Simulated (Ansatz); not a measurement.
# ScAl (Pm-3m): phonons and vibrational spectra

Aim: the phonons of ScAl (Pm-3m) at a cell relaxed beforehand at this level. After the zone centre comes a 4×4×4 q mesh on a 12×12×12 k mesh.

Program: Ansatz 0.2.0. Level of theory: DFT LDA, scalar-relativistic, plane waves, PAW. Results are calculated unless marked as measured.

### Step 1. Set-up

It takes space group Pm-3m (No. 221, cubic). The conventional cell has a = 3.307 Å, b = 3.307 Å, c = 3.307 Å, α = 90.00°, β = 90.00°, γ = 90.00°. Nearest to Sc lie 8 Al at 2.86 Å. Nearest to Al lie 8 Sc at 2.86 Å. Farther neighbours are not listed.

### Step 2. Zone-centre response

The cell comes from relaxations at this level that are not shown. The zone centre comes first: it holds the modes that light can see, as far as symmetry allows. No field response is asked, since the mesh shows no gap.

File input.yaml:

```yaml
crystal:
  lattice:
    - [3.3070649254, 0.0, 0.0]
    - [0.0, 3.3070649254, 0.0]
    - [0.0, 0.0, 3.3070649254]
  atoms:
    - { symbol: Sc, position: [0.5, 0.5, 0.5] }
    - { symbol: Al, position: [0.0, 0.0, 0.0] }
kpoints:
  mp_grid: { grid: [12, 12, 12] }
hamiltonian:
  xc: lda
scf:
  occupations: { method: methfessel_paxton, width: 0.15 }
output:
  eigenvalues: true
phonons:
  method: dfpt
```

The run is started by

```
ansatz run input.yaml --threads 4 --pin off --max-ram 7168MiB --backend cpu --events-out ev --progress --plain --runs-dir out
```

Numbers of over 12 decimals in the logs are rounded to 6 here.

The log of the run:

```text
Engine: ansatz 0.2.0, aarch64-unknown-linux-gnu
Pseudopotentials: kind: paw
Pseudopotential: Sc, paw, valence charge 11, recommended cutoff 420 eV (normal), Sc.paw.azcp
Pseudopotential: Al, paw, valence charge 3, recommended cutoff 420 eV (normal), Al.paw.azcp
Functional definition: SPW92
  exchange = slater_x
  correlation = pw_c
Crystal: 2 atoms, lattice volume = 36.168 Å³
Basis set: ecut = 420 eV, 739 PW (Γ), exchange–correlation on 48×48×48 points (8 copies of the dense FFT grid, shifted against one another)
Bands: 11, of which v1, the nominal top of the filled ones, is band 7 counted from 1 (6 counted from 0)
Symmetry: 48 space group operations
k-points: 196 of 1728 (irreducible under 8 space group operations, time reversal used)
Non-local potential: Sc, projectors of the file, l = 0: 3, l = 1: 2, l = 2: 3, l = 3: 1
Non-local potential: Al, projectors of the file, l = 0: 2, l = 1: 2, l = 2: 1
PAW form: soft (Blöchl's): semilocal exchange-correlation on the pseudo side does not see the compensation charge
PAW frozen core: Sc, regenerated for the run's functional, and the local potential with it (the file was generated under x = pbe(κ = 0.804, μ = 0.219515), c = pbe(β = 0.066725))
PAW frozen core: Al, regenerated for the run's functional, and the local potential with it (the file was generated under x = pbe(κ = 0.804, μ = 0.219515), c = pbe(β = 0.066725))
PAW one-centre angular grid: Sc, 590 points (default); XC on 64 Gauss nodes
PAW one-centre angular grid: Al, 110 points (default); XC on 64 Gauss nodes
Initial density: superposition of atomic densities (neutral atoms: chi_scale 0, normalization atom), corrected by the library's trained network
Initial wavefunctions: pseudopotential atomic-orbital guess
Functional: x = slater, c = lda
SCF iter   1: F=—  HF=-2602.871933 eV  |F-HF|=—  |Δ(HF+E_count)|=         —  Δρ=3.98e-3  dr2=5.53e-3  ethr=1.77e-3  ⟨swp⟩=5.0  Hψ=11435  notcnv=0
preconditioner: auto → none  [metal: Δε(μ)=0.083 eV  Ē_g=5.078 eV  σ=0.150 eV  W_gap=0.40  n_scr=6 (ndim 8)  ℏωp=15.1 eV  f_vac=0.000  D(μ)=0.70/eV (n_scr^D=0)  sad-step TF]
SCF iter   2: F=—  HF=-2602.871149 eV  |F-HF|=—  |Δ(HF+E_count)|=   7.84e-4  S|Δr|=    0.00e0  Δρ=2.45e-3  dr2=1.96e-3  ethr=3.95e-5  ⟨swp⟩=1.0  Hψ=3725  notcnv=0
SCF iter   3: F=—  HF=-2602.870857 eV  |F-HF|=—  |Δ(HF+E_count)|=   2.91e-4  S|Δr|=    0.00e0  Δρ=3.41e-4  dr2=7.04e-5  ethr=1.40e-5  ⟨swp⟩=1.9  Hψ=2468  notcnv=0
SCF iter   4: F=—  HF=-2602.870840 eV  |F-HF|=—  |Δ(HF+E_count)|=   1.74e-5  S|Δr|=    0.00e0  Δρ=1.45e-4  dr2=7.52e-6  ethr=5.03e-7  ⟨swp⟩=2.5  Hψ=3393  notcnv=0
SCF iter   5: F=—  HF=-2602.870839 eV  |F-HF|=—  |Δ(HF+E_count)|=   3.48e-7  S|Δr|=    0.00e0  Δρ=2.50e-5  dr2=2.49e-7  ethr=5.37e-8  ⟨swp⟩=2.5  Hψ=3099  notcnv=0
SCF iter   6: F=—  HF=-2602.870839 eV  |F-HF|=—  |Δ(HF+E_count)|=   2.99e-7  S|Δr|=    0.00e0  Δρ=2.67e-6  dr2=3.01e-9  ethr=1.78e-9  ⟨swp⟩=2.4  Hψ=2898  notcnv=0
SCF iter   7: F=—  HF=-2602.870839 eV  |F-HF|=—  |Δ(HF+E_count)|=  9.23e-11  S|Δr|=    0.00e0  Δρ=1.80e-7  dr2=1.99e-11  ethr=2.15e-11  ⟨swp⟩=2.6  Hψ=3169  notcnv=0
SCF iter   8: F=-2602.870839 eV  HF=-2602.870839 eV  |F-HF|=4.55e-13  |Δ(HF+E_count)|=  2.73e-12  S|Δr|=    0.00e0  Δρ=1.63e-8  dr2=6.04e-14  ethr=1.00e-12  ⟨swp⟩=4.3  Hψ=7170  notcnv=0
SCF 1 converged in 8 iterations: F = -2602.870839 eV  dr2 = 6.04e-14
  greatest PAW one-centre occupation: 0.998 electrons in one spin orbital (limit 2), on the Sc atom at site 0 (counted from 0), in its partial waves of l = 0
DFPT response loops at Γ: preconditioner auto → Kerker (q_TF=auto, 2.329 Å⁻¹) (partly filled bands, converged f_vac=0.000); β = 1.00, the filter's whole step (`scf.mixing.beta` (0.50) is not read by the response loops under this deck's `scf.mixing.preconditioner`; to damp them name `kerker` or `kerker_dos`, under which they read `scf.mixing.beta`, and type it under 1.00, their step now; both keys bind the ground state too); Broyden in place of MSR1
SCF converged after 8 iterations
Stability not checked: this state was not tested for a lower state beside it, because cold or Methfessel-Paxton smearing, or corrected tetrahedra, fill the levels in a way that the test cannot read (fill_not_monotonic; see scf.lower_state_search)
Free energy (F): -2602.870839 eV
Harris-Foulkes:  -2602.870839 eV  (|F-HF|=4.55e-13)
Internal energy: -2602.871741 eV  (E = F + TS)
E sigma→0 (E₀):  -2602.871065 eV
Entropy (-TS):   0.000902 eV (0.451 meV/atom)
Fermi energy:    9.997653 eV
--- Per-component energies (eV) ---
  E_band       = -142.481929
  E_kinetic    = 286.441649
  E_local      = -898.602014  (includes V_loc(G=0)·N_el)
  E_nonlocal   = 98.327350
  E_hartree    = 326.291047
  E_xc         = -143.597352
  E_vxc        = -159.324204  (∫ρ·V_xc dr)
  E_paw        = -1353.842075  (= ΣΔE_a)
  E_vpaw       = -121.906819  (= ΣTr[D̂ρ^β])
  E_aug_tail   = 0.000006  (compensation charges beyond the density's cutoff)
  E_ewald      = -918.250992
  E_core_change = 0.360639  (= ΣΔE_core)
  E_smearing   = 0.000902  (= −TS)
  E_closure    = -0.000000  (closes the sum)
  Σ components = -2602.870839   (vs F -2602.870839, Δ=0.00e0)
--- Band table (eV; the first three rows and the last of 196) ---
  k-point 0: bands = [... 3 lower, -17.6311, 1.3986, 9.2508, 9.2508, 12.8390, 12.8390, 12.8390, 13.9957]
  k-point 1: bands = [... 3 lower, -17.6297, 1.5030, 9.1625, 9.3038, 12.5064, 12.5064, 12.8552, 13.7028]
  k-point 2: bands = [... 3 lower, -17.6260, 1.8112, 8.8080, 9.4558, 11.9685, 11.9685, 12.9000, 13.2675]
  k-point 195: bands = [... 3 lower, -17.7935, 7.3475, 7.3475, 7.3475, 9.7457, 13.1651, 13.1651, 13.1651]
--- Phonons (Γ-DFPT): 2 representative perturbations + reference, on 196 of 1728 k-points (Σ response iterations 6) ---
  k mesh reduced under 8 symmetry operations, with k and −k counted as one. Each operation leaves every solved perturbation unchanged. A smaller set is not used because it would not reduce the number of displacements times k-points to solve
  ASR residual: 1.542e-5 → 0.000e0 eV/Å²; symmetrization residual: 4.057e-7 eV/Å²
  ASR residual per site (eV/Å²): 1.54e-5 1.48e-6
  Γ frequencies (cm⁻¹): 0.00 0.00 0.00 296.27 296.27 296.27
  non-analytic LO–TO correction: not included (Born effective charges unavailable; polar crystals: no LO–TO splitting at Γ)
```

Wall time 8.2 s (4 threads of Arm Neoverse N1, shared host); peak memory 0.54 GiB.

This step gave:

| Quantity | Value |
| --- | --- |
| volume per atom | 18.08 Å³ |
| gap on the k-mesh | 0 eV |
| sum-rule residual before enforcement | 1.54e-5 eV/Å² |
| point group | m-3m |
| highest optical mode at the zone centre (no LO-TO term) | 296.3 cm⁻¹ |
| lowest optical zone-centre mode | 296.3 cm⁻¹ |

Patterns of degenerate modes are one choice out of their space. Modes at Γ, with each element's share of the kinetic energy:

| mode | frequency (cm⁻¹) | symmetry | Sc % | Al % |
| --- | --- | --- | --- | --- |
| 1 | 0.0 | acoustic | 62 | 38 |
| 2 | 0.0 | acoustic | 62 | 38 |
| 3 | 0.0 | acoustic | 62 | 38 |
| 4 | 296.3 | T1u | 38 | 62 |
| 5 | 296.3 | T1u | 38 | 62 |
| 6 | 296.3 | T1u | 38 | 62 |

Displacements in mode 4 (296.3 cm⁻¹), the largest set to 1:
```
Sc1  0.00  0.00 -0.60
Al2  0.00  0.00  1.00
```

Before it was imposed, the acoustic sum rule was missed by 1.5e-5 eV/Å². Small misses are needed for a sound result but don't prove that mesh and cutoff are converged. The lowest optical mode is real, 296 cm⁻¹.

(Continued in part 2 of 2.)

[Logs are printed without paths, hosts, clocks, repeated set-up lines and the standing remarks that a program may print on its own settings, such as how far it seeks lower states.]

[Hosts, paths, dates, database ids (printed as entryN), source tags and the programs' standing remarks are cut or masked in the printed files.]
